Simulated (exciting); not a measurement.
# Core excitons at the S L₂,₃ edge of ZnS, part 2 of 3

Aim: the S L₂,₃ absorption edge of ZnS with the electron–hole interaction treated explicitly, and what each term of the kernel does.

exciting sodium; X-ray absorption, core-level Bethe-Salpeter equation, exchange and statically screened direct term, Tamm-Dancoff, all-electron LAPW+lo LDA.

So far. Step 3 (A richer basis for the empty states): Against the first ground state the total energy moves by -11 meV an atom and the gap by 0.00 eV.

The database entry behind the starting cell differs from later determinations by our own check (about 0.1 % short), so it need not match the best structure at ambient conditions.

## (4) Screening, kernels and BSE for S atom 2

The absorber has 4 Zn at 2.34 Å (tetrahedral, site symmetry -43m).

input.xml reads:

```
<input>
  <title>ZnS</title>
  <structure speciespath="." autormt="false" epslat="1.0e-5">
    <crystal>
      <basevect>0.0000000000 5.1060399878 5.1060399878</basevect>
      <basevect>5.1060399878 0.0000000000 5.1060399878</basevect>
      <basevect>5.1060399878 5.1060399878 0.0000000000</basevect>
    </crystal>
    <species speciesfile="Zn.xml" rmt="2.240">
      <atom coord="0.7500000000 0.7500000000 0.7500000000"/>
    </species>
    <species speciesfile="S.xml" rmt="2.049">
      <atom coord="0.0000000000 0.0000000000 0.0000000000"/>
    </species>
  </structure>
  <groundstate do="skip" xctype="LDA_PW" ngridk="5 5 5" rgkmax="7" gmaxvr="14" nempty="8" swidth="0.001" maxscl="100" epsengy="1e-5"/>
  <xs xstype="BSE" ngridk="4 4 4" ngridq="4 4 4" vkloff="0.097 0.273 0.493" rgkmax="7" nempty="20" gqmax="3" lmaxapwwf="5" lmaxemat="3" broad="0.01654" tevout="true">
    <energywindow intv="5.102 6.765" points="452"/>
    <screening screentype="full" nempty="37"/>
    <BSE xas="true" xasspecies="2" xasatom="1" xasedge="L23" bsetype="singlet" nstlxas="1 16"/>
    <qpointset>
      <qpoint>0 0 0</qpoint>
    </qpointset>
    <plan>
      <doonly task="xsgeneigvec"/>
      <doonly task="writepmatxs"/>
      <doonly task="scrgeneigvec"/>
      <doonly task="scrwritepmat"/>
      <doonly task="screen"/>
      <doonly task="scrcoulint"/>
    </plan>
  </xs>
</input>
```

input.xml for the exchange start (cutoff and plan only) reads:

```
  gqmax="2.5"
  <plan>
    <doonly task="exccoulint"/>
  </plan>
```

input.xml for the last start (plan only) reads:

```
  <plan>
    <doonly task="bse"/>
  </plan>
```

Run with:

```console
> OMP_NUM_THREADS=1 mpirun -n 2 exciting
> OMP_NUM_THREADS=1 mpirun -n 2 exciting
> OMP_NUM_THREADS=2 exciting
```

Numbers of over 12 decimals in the logs are rounded to 6 here.

The program printed:

```text
| EXCITING SODIUM started for task xsgeneigvec ( 301)                          =
One-shot GS runs for BSE calculations
One-shot GS runs for k+qmt/2 grids
Info(xsgeneigvec): Generating eigenvectors for Q-point      1
Info(xsgeneigvec): Generation of eigenvectors finished
| EXCITING SODIUM started for task writepmatxs ( 320)                          =
Info(writepmatxs): Momentum matrix elements finished
| EXCITING SODIUM started for task scrgeneigvec ( 401)                         =
One-shot GS runs for BSE calculations
One-shot GS runs for k+qmt/2 grids
Info(xsgeneigvec): Generating eigenvectors for Q-point      1
Using screening GS parameters.
Info(xsgeneigvec): Generation of eigenvectors finished
| EXCITING SODIUM started for task scrwritepmat ( 420)                         =
Info(writepmatxs): Momentum matrix elements finished
Info(scrwritepmat): Momentum matrix elements for screening finished
| EXCITING SODIUM started for task screen ( 430)                               =
Info(screenlauncher): Calculating screening for unshifted q-grid.
Info(screenlauncher): Number of q points:      10
Info(screenlauncher): lowest (partially)  unoccupied state:     13
Info(screenlauncher): highest (partially) occupied state  :     12
Info(screenlauncher): number of occupied states considered:   12
Info(screenlauncher): number of unoccupied states considered:   38
Info(screenlauncher): Starting loop over q-points
Info(screenlauncher): Screening for unshifted q-grid finished
Info(screenlauncher): Screening finished
| EXCITING SODIUM started for task scrcoulint ( 440)                           =
Info(scrcoulintlauncher): Setting up screened Coulomb interaction matrix W.
Info(scrcoulintlauncher): Using momentum transfer vectors from list :   1 to  1
Info(scrcoulintlauncher): Calculating screened Coulomb interaction matrix W
Info(scrcoulintlauncher): Momentum transfer list index: iqmt=  1
Info(scrcoulintlauncher): Momentum transfer: vqmtl=   0.000   0.000   0.000
Info(scrcoulintlauncher): Calculating RR block of W
Info(scrcoulint): Inspecting occupations...
Info(setranges_modxs): Number of non-reduced k-points:       64
Info(setranges_modxs): Number of states considered:       33
Info(setranges_modxs): Number of (partially) occupied states:       10
Info(setranges_modxs): Highest (partially) occupied states:       12
Info(setranges_modxs): Number of (partially) unoccupied states:       21
Info(setranges_modxs): Lowest (partially) unoccupied states:       13
Info(scrcoulint): Selecting transitions...
Info(select_transitions): Inspecting transitions in the  band interval:
  lowest occupied state:   5
  highest occupied state:  10
  lowest unoccupied state:  13
  highest unoccupied state:  28
  Opening gap with a scissor of:      0.000/H      0.000/eV
Info(select_transitions): Number of participating transitions:    6144
Info(scrcoulint): Size of file SCCLI will be about     0.285645 GB
Info(scrcoulint): Using q-grid
Info(scrcoulint): Number of reduced q-points:     10
Info(scrcoulint): Number of non-reduced q-points:     64
Info(scrcoulint): Calculating W(G1,G2,qr) fourier coefficients
Info(scrcoulint): Calculating W matrix elements
Info(scrcoulintlauncher): Screened coulomb interaction finished for iqmt=   1
| EXCITING SODIUM started for task exccoulint ( 441)                           =
Info(exccoulintlauncher): Setting up exchange interaction matrix V.
Info(exccoulintlauncher): Using momentum transfer vectors from list :   1 to  1
Info(exccoulintlauncher):Calculating exchange interaction matrix V
Info(exccoulintlauncher): Momentum transfer list index: iqmt=  1
Info(exccoulintlauncher): Momentum transfer: vqmtl=   0.000   0.000   0.000
Info(exccoulintlauncher): Calculating RR block of V
Info(exccoulint): Inspecting occupations...
Info(setranges_modxs): Number of non-reduced k-points:       64
Info(setranges_modxs): Number of states considered:       33
Info(setranges_modxs): Number of (partially) occupied states:       10
Info(setranges_modxs): Highest (partially) occupied states:       12
Info(setranges_modxs): Number of (partially) unoccupied states:       21
Info(setranges_modxs): Lowest (partially) unoccupied states:       13
Info(exccoulint): Selecting transitions...
Info(select_transitions): Inspecting transitions in the  band interval:
  lowest occupied state:   5
  highest occupied state:  10
  lowest unoccupied state:  13
  highest unoccupied state:  28
  Opening gap with a scissor of:      0.000/H      0.000/eV
Info(select_transitions): Number of participating transitions:    6144
Info(exccoulint): Size of file EXCLI will be about     0.285645 GB
Info(exccoulint): Generating plane wave matrix elements for momentum transfer iqmt=   1
  Timing (in seconds)	   :     550.406
Info(exccoulint): Generating V matrix elements
Info(exccoulint): Zeroing Coulomb potential at G+qmt index:  1
Info(exccoulintlauncher): Exchange interaction finished for iqmt=   1
| EXCITING SODIUM started for task bse ( 445)                                  =
Info(bselauncher): Init time:    0.627839
Info(bselauncher): Setting up and diagonalizing BSE Hamiltonian.
Info(bselauncher): Using momentum transfer vectors from list :   1 to  1
Info(bselauncher): Distributing qmt-points over   1 processes.
Info(bselauncher): BSE type: singlet
Info(bselauncher): Momentum transfer list index: iqmt=  1
Info(bselauncher): Momentum transfer: vqmtl=   0.000   0.000   0.000
Info(bse): Inspecting occupations...
Info(setranges_modxs): Number of non-reduced k-points:       64
Info(setranges_modxs): Number of states considered:       33
Info(setranges_modxs): Number of (partially) occupied states:       10
Info(setranges_modxs): Highest (partially) occupied states:       12
Info(setranges_modxs): Number of (partially) unoccupied states:       21
Info(setranges_modxs): Lowest (partially) unoccupied states:       13
Info(select_transitions): Inspecting transitions in the  band interval:
  lowest occupied state:   5
  highest occupied state:  10
  lowest unoccupied state:  13
  highest unoccupied state:  28
  Opening gap with a scissor of:      0.000/H      0.000/eV
Info(select_transitions): Number of participating transitions:    6144
Info(bse): Selecting transitions...
Info(bse):bsegap (eV):   151.605724
Info(bse): Assembling BSE matrix
  RR/RA blocks of global BSE-Hamiltonian:
  Size of the Hamiltonian:    6144
  Number of k-points:      64
  Distributing matrix to   1 processes
  Local matrix shape   6144 x  6144
Info(bse): max local RAM needed for BSE matrices ~     0.562500 GB
Info(setup_bse_block): Setting up RR part of hamiltonian
Info(setup_bse_block): Singlet spin state
Info(bse): Diagonalizing RR Hamiltonian (TDA)
Info(bse): Invoking Lapack routine ZHEEVR
      6144 eigen solutions found in the interval:
         i1=       1 i2=    6144
Info(bse): Writing excition energies and oscillator strengths to text file.
Info(makespectrum_dist): Making spectrum using formula for coupling with time reversed AR basis.
Info(makespectrum_dist): Using formalism for vanishing momentum transfer.
Info(writederived): Writing quantities derived from the macroscopic dielectric function.
Info(bselauncher): Spectrum finished for iqmt=  1
Info(bselauncher): All done for BSE type singlet
```

Wall time 17 min (2 MPI ranks of Arm Neoverse V1, shared host).

Wall time by task: xsgeneigvec 3.5 s, writepmatxs 6.5 s, scrgeneigvec 2.4 s, scrwritepmat 1.7 s, screen 66 s, scrcoulint 3.6 min, exccoulint 9.2 min, bse 3 min.

The S L₂,₃ spectrum of S atom 2 (energy from the Kohn–Sham onset, core level to the lowest empty state found on the meshes used, 150.83 eV; the ground-state mesh sets it, and the shifted mesh has its lowest transition 0.78 eV above it; Im ε scaled to the maximum of the singlet run; cut below the end of the band set):

| E (eV) | Im ε |
| --- | --- |
| -3.0 | 0.02 |
| -2.5 | 0.03 |
| -2.0 | 0.03 |
| -1.5 | 0.05 |
| -1.0 | 0.07 |
| -0.5 | 0.12 |
| 0.0 | 0.25 |
| 0.5 | 0.33 |
| 1.0 | 0.43 |
| 1.5 | 0.46 |
| 2.0 | 0.43 |
| 2.5 | 0.41 |
| 3.0 | 0.42 |
| 3.5 | 0.48 |
| 4.0 | 0.47 |
| 4.5 | 0.54 |
| 5.0 | 0.53 |
| 5.5 | 0.48 |
| 6.0 | 0.49 |
| 6.5 | 0.49 |
| 7.0 | 0.52 |
| 7.5 | 0.59 |
| 8.0 | 0.64 |
| 8.5 | 0.67 |
| 9.0 | 0.70 |
| 9.5 | 0.77 |
| 10.0 | 0.86 |
| 10.5 | 0.98 |
| 11.0 | 0.97 |
| 11.5 | 0.93 |
| 12.0 | 0.97 |
| 12.5 | 0.88 |
| 13.0 | 0.80 |
| 13.5 | 0.82 |
| 14.0 | 0.84 |
| 14.5 | 0.88 |
| 15.0 | 0.88 |
| 15.5 | 0.90 |
| 16.0 | 0.86 |
| 16.5 | 0.75 |
| 17.0 | 0.73 |
| 17.5 | 0.72 |
| 18.0 | 0.73 |
| 18.5 | 0.74 |
| 19.0 | 0.76 |

Maxima (height): 1.3 eV (0.47), 4.7 eV (0.56), 10.7 eV (1.00), 11.9 eV (0.97) and 15.5 eV (0.90).

The Hamiltonian has 6144 rows. The lowest groups of eigenvalues and the brightest ones, on the scale above (the program counts from the shifted mesh's onset, 0.78 eV higher). Core spinors bring spin-forbidden partners, so dark means forbidden by spin or by symmetry, and the shifted mesh splits states that symmetry would keep together:

| energy (eV) | states within 10 meV | relative strength |
| --- | --- | --- |
| 0.093 | 4 | 1.00 |
| 0.576 | 4 | 0.54 |
| 0.812 | 3 | 0.24 |
| 0.823 | 1 | 0.074 |
| 0.945 | 4 | 0.17 |
| 1.020 | 2 | 0.10 |
| 1.835 | 6 | 0.37 |
| 9.483 | 6 | 0.35 |
| 10.799 | 10 | 0.57 |
| 10.843 | 6 | 0.35 |
| 12.060 | 8 | 0.41 |

## (5) Independent particles

input.xml, as its differences from that of step 4:

```diff
@@ -19,3 +19,3 @@
     <screening screentype="full" nempty="37"/>
-    <BSE xas="true" xasspecies="2" xasatom="1" xasedge="L23" bsetype="singlet" nstlxas="1 16"/>
+    <BSE xas="true" xasspecies="2" xasatom="1" xasedge="L23" bsetype="IP" nstlxas="1 16"/>
     <qpointset>
@@ -24,8 +24,3 @@
     <plan>
-      <doonly task="xsgeneigvec"/>
-      <doonly task="writepmatxs"/>
-      <doonly task="scrgeneigvec"/>
-      <doonly task="scrwritepmat"/>
-      <doonly task="screen"/>
-      <doonly task="scrcoulint"/>
+      <doonly task="bse"/>
     </plan>
```

Run with:

```console
> OMP_NUM_THREADS=2 exciting
```

The program printed:

```text
| EXCITING SODIUM started for task bse ( 445)                                  =
Info(bselauncher): Init time:    0.628551
Info(bselauncher): Setting up and diagonalizing BSE Hamiltonian.
Info(bselauncher): Using momentum transfer vectors from list :   1 to  1
Info(bselauncher): Distributing qmt-points over   1 processes.
Info(bselauncher): BSE type: IP
Info(bselauncher): Momentum transfer list index: iqmt=  1
Info(bselauncher): Momentum transfer: vqmtl=   0.000   0.000   0.000
Info(bse): Inspecting occupations...
Info(setranges_modxs): Number of non-reduced k-points:       64
[...]
highest unoccupied state:  28
  Opening gap with a scissor of:      0.000/H      0.000/eV
Info(select_transitions): Number of participating transitions:    6144
Info(bse): Selecting transitions...
Info(bse):bsegap (eV):   151.605724
Info(bse): IP requested, nothing much to do
Info(bse): Writing excition energies and oscillator strengths to text file.
Info(makespectrum_dist): Making spectrum using formula for coupling with time reversed AR basis.
Info(makespectrum_dist): Using formalism for vanishing momentum transfer.
Info(writederived): Writing quantities derived from the macroscopic dielectric function.
Info(bselauncher): Spectrum finished for iqmt=  1
Info(bselauncher): All done for BSE type IP
```

The job ended after 1.5 s (2 threads).

Maxima (height): 5.4 eV (0.41), 6.7 eV (0.37), 12.8 eV (0.86), 16.6 eV (1.00) and 17.8 eV (0.88). The spectrum differs from the singlet run by 30 % r.m.s. Moving the earlier curve by +2.4 eV leaves 16 %. The highest maximum lies at 16.6 eV (1.00), against 10.7 eV (1.00).

## (6) Exchange alone

input.xml, as its differences from that of step 5:

```diff
@@ -19,3 +19,3 @@
     <screening screentype="full" nempty="37"/>
-    <BSE xas="true" xasspecies="2" xasatom="1" xasedge="L23" bsetype="IP" nstlxas="1 16"/>
+    <BSE xas="true" xasspecies="2" xasatom="1" xasedge="L23" bsetype="RPA" nstlxas="1 16"/>
     <qpointset>
```

Run with:

```console
> OMP_NUM_THREADS=2 exciting
```

The program printed:

```text
| EXCITING SODIUM started for task bse ( 445)                                  =
Info(bselauncher): Init time:    0.628216
Info(bselauncher): Setting up and diagonalizing BSE Hamiltonian.
Info(bselauncher): Using momentum transfer vectors from list :   1 to  1
Info(bselauncher): Distributing qmt-points over   1 processes.
Info(bselauncher): BSE type: RPA
Info(bselauncher): Momentum transfer list index: iqmt=  1
Info(bselauncher): Momentum transfer: vqmtl=   0.000   0.000   0.000
Info(bse): Inspecting occupations...
Info(setranges_modxs): Number of non-reduced k-points:       64
[...]
Info(setup_bse_block): Setting up RR part of hamiltonian
Info(setup_bse_block): Using RPA approximation
Info(bse): Diagonalizing RR Hamiltonian (TDA)
Info(bse): Invoking Lapack routine ZHEEVR
      6144 eigen solutions found in the interval:
         i1=       1 i2=    6144
Info(bse): Writing excition energies and oscillator strengths to text file.
Info(makespectrum_dist): Making spectrum using formula for coupling with time reversed AR basis.
Info(makespectrum_dist): Using formalism for vanishing momentum transfer.
Info(writederived): Writing quantities derived from the macroscopic dielectric function.
Info(bselauncher): Spectrum finished for iqmt=  1
Info(bselauncher): All done for BSE type RPA
```

Run time: 3 min. Hardware: 2 threads.

Maxima (height): 5.4 eV (0.39), 6.7 eV (0.35), 12.9 eV (0.82), 16.6 eV (0.98) and 17.8 eV (0.88). Against the independent-particle run the r.m.s. difference is 4 %.

## (7) Direct term alone

input.xml, as its differences from that of step 6:

```diff
@@ -19,3 +19,3 @@
     <screening screentype="full" nempty="37"/>
-    <BSE xas="true" xasspecies="2" xasatom="1" xasedge="L23" bsetype="RPA" nstlxas="1 16"/>
+    <BSE xas="true" xasspecies="2" xasatom="1" xasedge="L23" bsetype="triplet" nstlxas="1 16"/>
     <qpointset>
```

Run with:

```console
> OMP_NUM_THREADS=2 exciting
```

The program printed:

```text
| EXCITING SODIUM started for task bse ( 445)                                  =
Info(bselauncher): Init time:    0.628146
Info(bselauncher): Setting up and diagonalizing BSE Hamiltonian.
Info(bselauncher): Using momentum transfer vectors from list :   1 to  1
Info(bselauncher): Distributing qmt-points over   1 processes.
Info(bselauncher): BSE type: triplet
Info(bselauncher): Momentum transfer list index: iqmt=  1
Info(bselauncher): Momentum transfer: vqmtl=   0.000   0.000   0.000
Info(bse): Inspecting occupations...
[...]
Info(setup_bse_block): Setting up RR part of hamiltonian
Info(setup_bse_block): Triplet spin state
Info(bse): Diagonalizing RR Hamiltonian (TDA)
Info(bse): Invoking Lapack routine ZHEEVR
      6144 eigen solutions found in the interval:
         i1=       1 i2=    6144
Info(bse): Writing excition energies and oscillator strengths to text file.
Info(makespectrum_dist): Making spectrum using formula for coupling with time reversed AR basis.
Info(makespectrum_dist): Using formalism for vanishing momentum transfer.
Info(writederived): Writing quantities derived from the macroscopic dielectric function.
Info(bselauncher): Spectrum finished for iqmt=  1
Info(bselauncher): All done for BSE type triplet
```

Run time: 3 min. Hardware: 2 threads.

Maxima (height): 1.3 eV (0.50), 4.7 eV (0.59), 10.6 eV (1.03), 11.9 eV (0.98) and 15.5 eV (0.88). The spectrum differs from the singlet run by 4 % r.m.s.

## (8) Broadening

Changed against the first singlet run: half width (eV) from 0.45 to 1.35.

input.xml, as its differences from that of step 7:

```diff
@@ -16,6 +16,6 @@
   <groundstate do="skip" xctype="LDA_PW" ngridk="5 5 5" rgkmax="7" gmaxvr="14" nempty="8" swidth="0.001" maxscl="100" epsengy="1e-5"/>
-  <xs xstype="BSE" ngridk="4 4 4" ngridq="4 4 4" vkloff="0.097 0.273 0.493" rgkmax="7" nempty="20" gqmax="3" lmaxapwwf="5" lmaxemat="3" broad="0.01654" tevout="true">
+  <xs xstype="BSE" ngridk="4 4 4" ngridq="4 4 4" vkloff="0.097 0.273 0.493" rgkmax="7" nempty="20" gqmax="3" lmaxapwwf="5" lmaxemat="3" broad="0.04961" tevout="true">
     <energywindow intv="5.102 6.765" points="452"/>
     <screening screentype="full" nempty="37"/>
-    <BSE xas="true" xasspecies="2" xasatom="1" xasedge="L23" bsetype="triplet" nstlxas="1 16"/>
+    <BSE xas="true" xasspecies="2" xasatom="1" xasedge="L23" bsetype="singlet" nstlxas="1 16"/>
     <qpointset>
```

Run with:

```console
> OMP_NUM_THREADS=2 exciting
```

The program printed:

```text
| EXCITING SODIUM started for task bse ( 445)                                  =
Info(bselauncher): Init time:    0.626521
Info(bselauncher): Setting up and diagonalizing BSE Hamiltonian.
Info(bselauncher): Using momentum transfer vectors from list :   1 to  1
Info(bselauncher): Distributing qmt-points over   1 processes.
Info(bselauncher): BSE type: singlet
Info(bselauncher): Momentum transfer list index: iqmt=  1
Info(bselauncher): Momentum transfer: vqmtl=   0.000   0.000   0.000
Info(bse): Inspecting occupations...
[...]
Info(setup_bse_block): Setting up RR part of hamiltonian
Info(setup_bse_block): Singlet spin state
Info(bse): Diagonalizing RR Hamiltonian (TDA)
Info(bse): Invoking Lapack routine ZHEEVR
      6144 eigen solutions found in the interval:
         i1=       1 i2=    6144
Info(bse): Writing excition energies and oscillator strengths to text file.
Info(makespectrum_dist): Making spectrum using formula for coupling with time reversed AR basis.
Info(makespectrum_dist): Using formalism for vanishing momentum transfer.
Info(writederived): Writing quantities derived from the macroscopic dielectric function.
Info(bselauncher): Spectrum finished for iqmt=  1
Info(bselauncher): All done for BSE type singlet
```

Elapsed: 3 min, on 2 threads.

Against the singlet run the r.m.s. difference is 10 %. The highest maximum lies at 11.5 eV (0.83), against 10.7 eV (1.00). Only the width of each line changes; the area stays. A table step wider than the lines misses their tops.

| E (eV) | first run | this run |
| --- | --- | --- |
| -8.0 | 0.01 | 0.02 |
| -7.0 | 0.01 | 0.03 |
| -6.0 | 0.01 | 0.03 |
| -5.0 | 0.01 | 0.04 |
| -4.0 | 0.02 | 0.05 |
| -3.0 | 0.02 | 0.07 |
| -2.0 | 0.03 | 0.09 |
| -1.0 | 0.07 | 0.15 |
| 0.0 | 0.25 | 0.24 |
| 1.0 | 0.43 | 0.34 |
| 2.0 | 0.43 | 0.39 |
| 3.0 | 0.42 | 0.42 |
| 4.0 | 0.47 | 0.46 |
| 5.0 | 0.53 | 0.49 |
| 6.0 | 0.49 | 0.50 |
| 7.0 | 0.52 | 0.54 |
| 8.0 | 0.64 | 0.61 |
| 9.0 | 0.70 | 0.68 |
| 10.0 | 0.86 | 0.77 |
| 11.0 | 0.97 | 0.83 |
| 12.0 | 0.97 | 0.83 |
| 13.0 | 0.80 | 0.80 |
| 14.0 | 0.84 | 0.79 |
| 15.0 | 0.88 | 0.80 |
| 16.0 | 0.86 | 0.77 |
| 17.0 | 0.73 | 0.72 |
| 18.0 | 0.73 | 0.69 |
| 19.0 | 0.76 | 0.68 |

(Continued in part 3 of 3.)

[Banner, clock and machine lines of the logs are left out without a mark of their own.]

[Logs are printed without paths, hosts, clocks, repeated set-up lines and the standing remarks that a program may print on its own settings, such as how far it seeks lower states.]

[Hosts, paths, dates, database ids (printed as entryN), source tags and the programs' standing remarks are cut or masked in the printed files.]
